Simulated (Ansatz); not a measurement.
# GaIr (Pm-3m): the cell at rest

Wanted: the relaxed cell of GaIr (Pm-3m).

Calculated with Ansatz 0.2.0; DFT PBEsol, scalar-relativistic, plane waves, norm-conserving pseudopotentials.

## Step 1: The starting structure

It takes space group Pm-3m (No. 221, cubic). Conventional cell: a = 3.004 Å, b = 3.004 Å, c = 3.004 Å, α = 90.00°, β = 90.00°, γ = 90.00°. Nearest to Ga lie 8 Ir at 2.60 Å. Nearest to Ir lie 8 Ga at 2.60 Å. Farther neighbours are not listed.

## Step 2: A coarse first look

A quick single point on a coarse mesh tells whether the cell has a gap and how far it is from rest, which sets the k mesh and smearing that follow.

Input file input.yaml:

```yaml
crystal:
  lattice:
    - [3.004, 0.0, 0.0]
    - [0.0, 3.004, 0.0]
    - [0.0, 0.0, 3.004]
  atoms:
    - { symbol: Ga, position: [0.0, 0.0, 0.0] }
    - { symbol: Ir, position: [0.5, 0.5, 0.5] }
kpoints:
  mp_grid: { grid: [6, 6, 6] }
hamiltonian:
  xc: pbesol
  pseudopotentials: { kind: nc }
scf:
  occupations: { method: gaussian, width: 0.1 }
output:
  forces: true
  stress: true
  eigenvalues: true
```

Started as:

```sh
> ansatz run input.yaml --threads 4 --pin off --max-ram 7168MiB --backend cpu --events-out ev --progress --plain --runs-dir out
```

Numbers of over 12 decimals in the logs are rounded to 6 here.

The log of the run:

```text
Engine: ansatz 0.2.0, x86_64-unknown-linux-gnu
Pseudopotentials: kind: nc
Pseudopotential: Ga, nc, valence charge 13, recommended cutoff 1088.45545 eV (normal), Ga.nc.azcp (PseudoDojo's, or run here from an input of PseudoDojo's: the run reads no file of this project's for it)
[...]
--- Band table (eV; the first three rows and the last of 20) ---
  k-point 0: bands = [... 11 lower, 16.5310, 20.3401, 20.3401, 20.3401, 25.5983, 25.5983, 25.5983, 31.2473]
  k-point 1: bands = [... 11 lower, 16.6097, 19.5821, 19.5821, 20.3523, 23.4497, 26.9104, 26.9104, 32.4395]
  k-point 2: bands = [... 11 lower, 16.7776, 18.5268, 18.5268, 20.3771, 21.8967, 29.6644, 29.6644, 31.0969]
  k-point 19: bands = [... 11 lower, 14.9983, 20.1128, 21.7358, 21.7358, 25.2655, 25.2655, 25.2655, 28.2053]
[key lines of the parts left out:]
SCF converged after 7 iterations
Free energy (F): -5204.073497 eV
Fermi energy:    21.855961 eV
P = ⅓ Tr σ = 4.3088 GPa (43.088 kbar)
```

Run time: 1.1 s. Hardware: 4 threads of AMD EPYC 7R43, shared host; peak memory 0.37 GiB.

This step gave:

```
pressure          : 4.309 GPa
volume per atom   : 13.55 Å³
gap on the k-mesh : 0 eV
```

The coarse mesh shows no gap and a pressure of 4.3 GPa.

## Step 3: Relaxation

Harmonic phonons are second derivatives at a point where the forces vanish, and they are wanted at zero stress, so atoms and cell are relaxed first.

input.yaml, the sections that differ from step 2:

```yaml
kpoints:
  mp_grid: { grid: [12, 12, 12] }
output:
  forces: true
  stress: true
  eigenvalues: true
  write_density: true
  write_potential: true
  elf: true
  volumetric_format: npy
relax:
  adjacent_minimum: "off"
  f_tol: 0.005
  max_steps: 80
  cell: { stress_tol: 0.05 }
# crystal, hamiltonian, scf: as in step 2
```

The log of the run:

```text
[...]
Crystal: 2 atoms, lattice volume = 27.108 Å³
Basis set: ecut = 1088.45545 eV, 2205 PW (Γ), exchange–correlation on 72×72×72 points (8 copies of the dense FFT grid, shifted against one another)
Bands: 19, of which v1, the nominal top of the filled ones, is band 15 counted from 1 (14 counted from 0)
Symmetry: 48 space group operations
[...]
k-points: 84 of 1728
[...]
SCF iter   1: F=—  HF=-5204.179903 eV  |F-HF|=—  |Δ(HF+E_count)|=         —  Δρ=4.71e-2  dr2=3.88e-1  ethr=3.10e-3  ⟨swp⟩=5.1  Hψ=6887  notcnv=0
[...]
SCF iter   7: F=-5204.077499 eV  HF=-5204.077499 eV  |F-HF|=1.49e-9  |Δ(HF+E_count)|=   4.33e-9  Δρ=1.41e-5  dr2=1.17e-8  ethr=3.33e-10  ⟨swp⟩=9.9  Hψ=11896  notcnv=0
SCF 1 converged in 7 iterations: F = -5204.077499 eV  dr2 = 1.17e-8
relax step   1: F+E_penalty+E_count = -5204.07749937 eV  Δ(F+E_penalty+E_count) = +0.000e0 eV  max|allowed force component| = 5.982e-30 eV/Å  Δτ_max = 0.0000 Å  P = +4.173 GPa  Ω = 27.108 Å³  (7 SCF iters, dr2 threshold 1.00e-7 eV, accepted)
Crystal: 2 atoms, lattice volume = 27.820 Å³
Basis set: ecut = 1088.45545 eV, 2301 PW (Γ), exchange–correlation on 72×72×72 points (8 copies of the dense FFT grid, shifted against one another)
[...]
iter 1 solved again at ethr=6.82e-7 eV; its pass at ethr=3.10e-3 eV (dr2=2.05e-4 eV) is discarded
[...]
SCF iter   5: F=-5204.081087 eV  HF=-5204.081087 eV  |F-HF|=8.20e-9  |Δ(HF+E_count)|=   4.85e-8  Δρ=1.60e-5  dr2=2.72e-8  ethr=6.67e-10  ⟨swp⟩=9.0  Hψ=11912  notcnv=0
SCF 2 converged in 5 iterations: F = -5204.081087 eV  dr2 = 2.72e-8
relax step   2: F+E_penalty+E_count = -5204.08108749 eV  Δ(F+E_penalty+E_count) = -3.588e-3 eV  max|allowed force component| = 9.269e-30 eV/Å  Δτ_max = 0.0000 Å  P = -2.294 GPa  Ω = 27.820 Å³  energy of the carried Pulay correction = -2.378e-4 eV  (5 SCF iters, dr2 threshold 2.00e-7 eV, accepted)
Crystal: 2 atoms, lattice volume = 27.564 Å³
[...]
SCF iter   1: F=—  HF=-5204.083096 eV  |F-HF|=—  |Δ(HF+E_count)|=         —  Δρ=4.65e-4  dr2=3.63e-5  ethr=5.39e-8  ⟨swp⟩=3.0  Hψ=10782  notcnv=0
eigensolver tolerance schedule calibrated: the retry pair's looser diagonalisation under-reported the residual by θ = 0.56 (0.12/decade); ethr = c·dr2/N_el runs at the constant in force after the calibration composes with the one it found (an armed cap, an earlier calibration), c = 7.4e-2
[...]
SCF iter   2: F=—  HF=-5204.083085 eV  |F-HF|=—  |Δ(HF+E_count)|=   1.05e-5  Δρ=1.58e-4  dr2=8.50e-6  ethr=5.39e-8  ⟨swp⟩=2.0  Hψ=2777  notcnv=0
[...]
SCF iter   5: F=-5204.083083 eV  HF=-5204.083083 eV  |F-HF|=1.72e-8  |Δ(HF+E_count)|=   5.12e-8  Δρ=1.26e-5  dr2=2.83e-8  ethr=4.90e-10  ⟨swp⟩=8.3  Hψ=10020  notcnv=0
SCF 3 converged in 5 iterations: F = -5204.083083 eV  dr2 = 2.83e-8
relax step   3: F+E_penalty+E_count = -5204.08308319 eV  Δ(F+E_penalty+E_count) = -1.996e-3 eV  max|allowed force component| = 1.367e-29 eV/Å  Δτ_max = 0.0000 Å  P = -0.070 GPa  Ω = 27.564 Å³  energy of the carried Pulay correction = -1.528e-4 eV  (5 SCF iters, dr2 threshold 2.00e-7 eV, accepted)
[...]
relax step   4: F+E_penalty+E_count = -5204.08308762 eV  Δ(F+E_penalty+E_count) = -4.430e-6 eV  max|allowed force component| = 3.497e-29 eV/Å  Δτ_max = 0.0000 Å  P = +0.001 GPa  Ω = 27.556 Å³  energy of the carried Pulay correction = -1.501e-4 eV  (3 SCF iters, dr2 threshold 1.24e-8 eV, accepted)
[...]
SCF iter   5: F=-5204.083268 eV  HF=-5204.083268 eV  |F-HF|=9.09e-13  |Δ(HF+E_count)|=  2.73e-11  Δρ=2.47e-7  dr2=3.40e-12  ethr=1.00e-12  ⟨swp⟩=5.8  Hψ=7444  notcnv=0
SCF 5 converged in 5 iterations: F = -5204.083268 eV  dr2 = 3.40e-12
relax step   5: F+E_penalty+E_count = -5204.08326758 eV  Δ(F+E_penalty+E_count) = -1.800e-4 eV  max|allowed force component| = 2.735e-29 eV/Å  Δτ_max = 0.0000 Å  P = +0.026 GPa  Ω = 27.556 Å³  stress off target by 2.55e-2 GPa  SCF on the basis re-selected at this cell (its energy is not comparable with the rows above)  (5 SCF iters)
basis re-selected at this cell: Δ(F+E_penalty+E_count) = -1.800e-4 eV, ΔP = +0.024 GPa vs the last step (what re-selecting the basis moved, of the pressure what is left beyond the Pulay correction that the steps carried, after the strain that the cell walked since its last selection, with what the two solves' SCF thresholds leave and, on support functions, any second-order correction that the steps lacked; it is no m [...]
SCF converged after 5 iterations
Free energy (F): -5204.083268 eV
[...]
Internal energy: -5204.080951 eV  (E = F + TS)
E sigma→0 (E₀):  -5204.082109 eV
Entropy (-TS):   -0.002317 eV (-1.158 meV/atom)
Fermi energy:    21.388090 eV
[...]
--- Stress (GPa, compression-positive) ---
        0.025529       0.000000       0.000000
        0.000000       0.025529       0.000000
        0.000000       0.000000       0.025529
  P = ⅓ Tr σ = 0.0255 GPa (0.255 kbar)
--- Band table (eV; the first three rows and the last of 84) ---
  k-point 0: bands = [... 11 lower, 16.2089, 19.9235, 19.9235, 19.9235, 25.1416, 25.1416, 25.1416, 30.5749]
  k-point 1: bands = [... 11 lower, 16.2447, 19.7004, 19.7004, 19.9269, 24.3886, 25.5013, 25.5013, 31.1365]
  k-point 2: bands = [... 11 lower, 16.2880, 19.1880, 19.1880, 19.9362, 22.9914, 26.4256, 26.4256, 31.7960]
  k-point 83: bands = [... 11 lower, 14.7063, 19.6436, 21.2840, 21.2840, 24.8079, 24.8079, 24.8079, 27.6190]
--- Relaxed structure (4 steps of the walk, 4 accepted, 1 SCFs on fresh bases) ---
  F+E_penalty+E_count = -5204.08326758 eV   max|allowed force component| = 2.735e-29 eV/Å   (the final SCF, on the basis selected at the relaxed cell)
  cell:  # Å, volume = 27.5555 Å³
    - [3.020436, 0, 0]
    - [0, 3.020436, 0]
    - [0, 0, 3.020436]
  atoms:
    - { symbol: Ga, position: [0, 0, 0] }
    - { symbol: Ir, position: [0.500000, 0.500000, 0.500000] }
```

The job ended after 18 s (4 threads; peak memory 0.49 GiB; 63 s of CPU time).

Step by step:

```
step  energy less that of the first step (eV)  largest force component (eV/Å)  pressure (GPa)  volume (Å³)
   1                                   0.0000                          0.0000            4.17        27.11
   2                                  -0.0036                          0.0000           -2.29        27.82
   3                                  -0.0056                          0.0000           -0.07        27.56
   4                                  -0.0056                          0.0000            0.00        27.56
  5*                                  -0.0058                          0.0000            0.03        27.56
```

Relaxation steps marked * repeat the geometry before them on a plane-wave basis chosen anew for their cell, so energy and pressure can jump there.

The run keeps the 48 symmetry operations that it works with, so distortions that break them were not tested.

```
conventional cell, symmetrised  before  after  change
                         a (Å)   3.004  3.020  +0.5 %
                         b (Å)   3.004  3.020  +0.5 %
                         c (Å)   3.004  3.020  +0.5 %
              volume (Å³/atom)   13.55  13.78  +1.7 %
```

Final coordinates:

```xyz
2
Lattice="3.0204 0.0000 0.0000 0.0000 3.0204 0.0000 0.0000 0.0000 3.0204" Properties=species:S:1:pos:R:3 pbc="T T T"
Ga    0.0000    0.0000    0.0000
Ir    1.5102    1.5102    1.5102
```

This step gave:

| Quantity | Value |
| --- | --- |
| pressure | 0.02553 GPa |
| volume per atom | 13.78 Å³ |

Valence density in the ac plane at fractional y = 0.500, with atoms of Ir within 0.2 Å of it. It is the smooth field of the valence electrons, not physical close to the nuclei.

Ten even steps from '0' (0.1 e/Å³) to '9' (8.2 e/Å³):
```
0000000000000000
0000000000000000
0000000000000000
0000011222110000
0000124676421000
0000148999841000
0000269757962000
0000279515972000
0000269757962000
0000148999841000
0000124676421000
0000011222110000
0000000000000000
0000000000000000
0000000000000000
0000000000000000
```
Columns run along a (3.0 Å), rows up along c (3.0 Å). Atoms in or near the plane, at fractional coordinates: Ir at (0.50, 0.50).

ELF in the ac plane at fractional y = 0.500, with atoms of Ir within 0.2 Å of it. It is the smooth field of the valence electrons, not physical close to the nuclei.

Ten even steps from '_' (0.00) to '@' (0.78):
```
::::--------==------==--------::
--------------------------------
--------------------------------
----------==++******++==--------
==------==**%%@@@@@@%%**==------
====----++%%@@@@%%@@@@%%++----==
==------**@@@@++..++@@@@**------
==------**@@%%..__..%%@@**------
==------**@@@@++..++@@@@**------
====----++%%@@@@%%@@@@%%++----==
==------==**%%@@@@@@%%**==------
----------==++******++==--------
--------------------------------
--------------------------------
::::--------==------==--------::
::::------==============------::
```
Columns run along a (3.0 Å), rows up along c (3.0 Å). Atoms in or near the plane, at fractional coordinates: Ir at (0.50, 0.50).

Electrostatic potential energy in the ac plane at fractional y = 0.500, with atoms of Ir within 0.2 Å of it. With pseudopotentials it is smooth inside the atoms' cores, unlike the true potential.

Ten even steps from '_' (-185 eV) to '@' (22 eV):
```
@@@@@@@@@@@@@@@@@@@@@@@@@@@@@@@@
@@@@@@@@@@@@@@@@@@@@@@@@@@@@@@@@
@@@@@@@@@@@@@@@@@@@@@@@@@@@@@@@@
@@@@@@@@@@@@%%%%%%%%%%@@@@@@@@@@
@@@@@@@@@@%%##**++**##%%@@@@@@@@
@@@@@@@@%%##++::..::++##%%@@@@@@
@@@@@@@@%%**::______::**%%@@@@@@
@@@@@@@@%%++..______..++%%@@@@@@
@@@@@@@@%%**::______::**%%@@@@@@
@@@@@@@@%%##++::..::++##%%@@@@@@
@@@@@@@@@@%%##**++**##%%@@@@@@@@
@@@@@@@@@@@@%%%%%%%%%%@@@@@@@@@@
@@@@@@@@@@@@@@@@@@@@@@@@@@@@@@@@
@@@@@@@@@@@@@@@@@@@@@@@@@@@@@@@@
@@@@@@@@@@@@@@@@@@@@@@@@@@@@@@@@
@@@@@@@@@@@@@@@@@@@@@@@@@@@@@@@@
```
Columns run along a (3.0 Å; values clipped at the 3rd and 97th percentile), rows up along c (3.0 Å). Atoms in or near the plane, at fractional coordinates: Ir at (0.50, 0.50).

In this step the volume went from 13.55 to 13.78 Å³/atom.

## Step 4: Relaxing to small forces for the phonons

Phonons need a cell at rest on their own settings, so the relaxation is repeated with tight tolerances on forces and stress, using the mesh and the filling of the phonon run that follows.

input.yaml, the sections that differ from step 3:

```yaml
crystal:
  lattice:
    - [3.0204357621, 0.0, 0.0]
    - [0.0, 3.0204357621, 0.0]
    - [0.0, 0.0, 3.0204357621]
  atoms:
    - { symbol: Ga, position: [0.0, 0.0, 0.0] }
    - { symbol: Ir, position: [0.5, 0.5, 0.5] }
scf:
  occupations: { method: methfessel_paxton, width: 0.15 }
relax:
  adjacent_minimum: "off"
  f_tol: 0.001
  max_steps: 60
  cell: { stress_tol: 0.01 }
# kpoints, hamiltonian, output: as in step 3
```

The log of the run:

```text
[...]
Crystal: 2 atoms, lattice volume = 27.556 Å³
Basis set: ecut = 1088.45545 eV, 2301 PW (Γ), exchange–correlation on 72×72×72 points (8 copies of the dense FFT grid, shifted against one another)
Bands: 19, of which v1, the nominal top of the filled ones, is band 15 counted from 1 (14 counted from 0)
Symmetry: 48 space group operations
[...]
k-points: 84 of 1728
[...]
k-point 83: bands = [... 11 lower, 14.7060, 19.6443, 21.2828, 21.2828, 24.8077, 24.8077, 24.8077, 27.6185]
--- Relaxed structure (1 steps of the walk, 1 accepted, 1 SCFs on fresh bases) ---
[...]
cell:  # Å, volume = 27.5555 Å³
    - [3.0204357621, 0.0, 0.0]
    - [0.0, 3.0204357621, 0.0]
    - [0.0, 0.0, 3.0204357621]
  atoms:
    - { symbol: Ga, position: [0.0, 0.0, 0.0] }
    - { symbol: Ir, position: [0.5, 0.5, 0.5] }
[key lines of the parts left out:]
SCF converged after 6 iterations
Free energy (F): -5204.081402 eV
Fermi energy:    21.407474 eV
P = ⅓ Tr σ = 0.0045 GPa (0.045 kbar)
```

It took 9.3 s on 4 threads; peak memory 0.46 GiB.

Little changed from the start: no atom moved by 0.005 Å and no cell edge by 0.1 %.

This step gave:

| Item | Value |
| --- | --- |
| pressure | 0.004466 GPa |

Electrostatic potential energy in the ac plane at fractional y = 0.000, with atoms of Ga within 0.2 Å of it. With pseudopotentials it is smooth inside the atoms' cores, unlike the true potential.

Ten even steps from '0' (-51 eV) to '9' (22 eV):
```
0025789999987520
1245799999997542
4557899999998755
6778999999999877
8899999999999998
9999999999999999
9999999999999999
9999999999999999
9999999999999999
9999999999999999
8899999999999998
6778999999999877
4557899999998755
1245799999997542
0025789999987520
0014689999986410
```
Columns run along a (3.0 Å; values clipped at the 3rd and 97th percentile), rows up along c (3.0 Å). Atoms in or near the plane, at fractional coordinates: Ga at (0.00, 0.00).

ELF in the ac plane at fractional y = 0.000, with atoms of Ga within 0.2 Å of it. It is the smooth field of the valence electrons, not physical close to the nuclei.

Values, 16 rows by 16 columns:
```
0.00 0.09 0.44 0.39 0.13 0.18 0.23 0.24 0.22 0.24 0.23 0.18 0.13 0.39 0.44 0.09
0.35 0.44 0.47 0.23 0.13 0.21 0.26 0.26 0.25 0.26 0.26 0.21 0.13 0.23 0.47 0.44
0.44 0.39 0.23 0.12 0.18 0.26 0.30 0.29 0.28 0.29 0.30 0.26 0.18 0.12 0.23 0.39
0.14 0.13 0.13 0.18 0.26 0.32 0.33 0.31 0.31 0.31 0.33 0.32 0.26 0.18 0.13 0.13
0.17 0.18 0.21 0.26 0.32 0.35 0.34 0.33 0.33 0.33 0.34 0.35 0.32 0.26 0.21 0.18
0.22 0.23 0.26 0.30 0.33 0.34 0.35 0.35 0.34 0.35 0.35 0.34 0.33 0.30 0.26 0.23
0.23 0.24 0.26 0.29 0.31 0.33 0.35 0.35 0.36 0.35 0.35 0.33 0.31 0.29 0.26 0.24
0.22 0.22 0.25 0.28 0.31 0.33 0.34 0.36 0.36 0.36 0.34 0.33 0.31 0.28 0.25 0.22
0.23 0.24 0.26 0.29 0.31 0.33 0.35 0.35 0.36 0.35 0.35 0.33 0.31 0.29 0.26 0.24
0.22 0.23 0.26 0.30 0.33 0.34 0.35 0.35 0.34 0.35 0.35 0.34 0.33 0.30 0.26 0.23
0.17 0.18 0.21 0.26 0.32 0.35 0.34 0.33 0.33 0.33 0.34 0.35 0.32 0.26 0.21 0.18
0.14 0.13 0.13 0.18 0.26 0.32 0.33 0.31 0.31 0.31 0.33 0.32 0.26 0.18 0.13 0.13
0.44 0.39 0.23 0.12 0.18 0.26 0.30 0.29 0.28 0.29 0.30 0.26 0.18 0.12 0.23 0.39
0.35 0.44 0.47 0.23 0.13 0.21 0.26 0.26 0.25 0.26 0.26 0.21 0.13 0.23 0.47 0.44
0.00 0.09 0.44 0.39 0.13 0.18 0.23 0.24 0.22 0.24 0.23 0.18 0.13 0.39 0.44 0.09
0.04 0.00 0.35 0.44 0.14 0.17 0.22 0.23 0.22 0.23 0.22 0.17 0.14 0.44 0.35 0.00
```
Columns run along a (3.0 Å), rows up along c (3.0 Å). Atoms in or near the plane, at fractional coordinates: Ga at (0.00, 0.00).

Valence density in the ac plane at fractional y = 0.000, with atoms of Ga within 0.2 Å of it. It is the smooth field of the valence electrons, not physical close to the nuclei.

Values in e/Å³, 16 rows by 16 columns:
```
 4 10 12  4  1  0  0  0  0  0  0  0  1  4 12 10
12 12  7  2  1  0  0  0  0  0  0  0  1  2  7 12
 5  4  2  1  0  0  0  0  0  0  0  0  0  1  2  4
 1  1  1  0  0  0  0  0  0  0  0  0  0  0  1  1
 0  0  0  0  0  0  0  0  0  0  0  0  0  0  0  0
 0  0  0  0  0  0  0  0  0  0  0  0  0  0  0  0
 0  0  0  0  0  0  0  0  0  0  0  0  0  0  0  0
 0  0  0  0  0  0  0  0  0  0  0  0  0  0  0  0
 0  0  0  0  0  0  0  0  0  0  0  0  0  0  0  0
 0  0  0  0  0  0  0  0  0  0  0  0  0  0  0  0
 0  0  0  0  0  0  0  0  0  0  0  0  0  0  0  0
 1  1  1  0  0  0  0  0  0  0  0  0  0  0  1  1
 5  4  2  1  0  0  0  0  0  0  0  0  0  1  2  4
12 12  7  2  1  0  0  0  0  0  0  0  1  2  7 12
 4 10 12  4  1  0  0  0  0  0  0  0  1  4 12 10
-3  4 12  5  1  0  0  0  0  0  0  0  1  5 12  4
```
Columns run along a (3.0 Å), rows up along c (3.0 Å). Atoms in or near the plane, at fractional coordinates: Ga at (0.00, 0.00).

The forces vanish by symmetry and the pressure is 0.004 GPa, within the tolerances set. The cell now holds 13.78 Å³/atom.

## Step 5: What came out

* space group after relaxation (within 0.01 Å): Pm-3m
* lattice constant a: 3.020 Å
* lattice constant b: 3.020 Å
* lattice constant c: 3.020 Å
* volume per atom: 13.8 Å³

**Reading.** The forces vanish by symmetry and the pressure is 0.004 GPa, within the tolerances set. The cell now holds 13.78 Å³/atom. The relaxation keeps the symmetry of its start, so it says nothing on stability against lower symmetry. Spin-orbit coupling is left out, which can matter for the heavy elements here.

[Logs are printed without paths, hosts, clocks, repeated set-up lines and the standing remarks that a program may print on its own settings, such as how far it seeks lower states.]

[Hosts, paths, dates, database ids (printed as entryN), source tags and the programs' standing remarks are cut or masked in the printed files.]
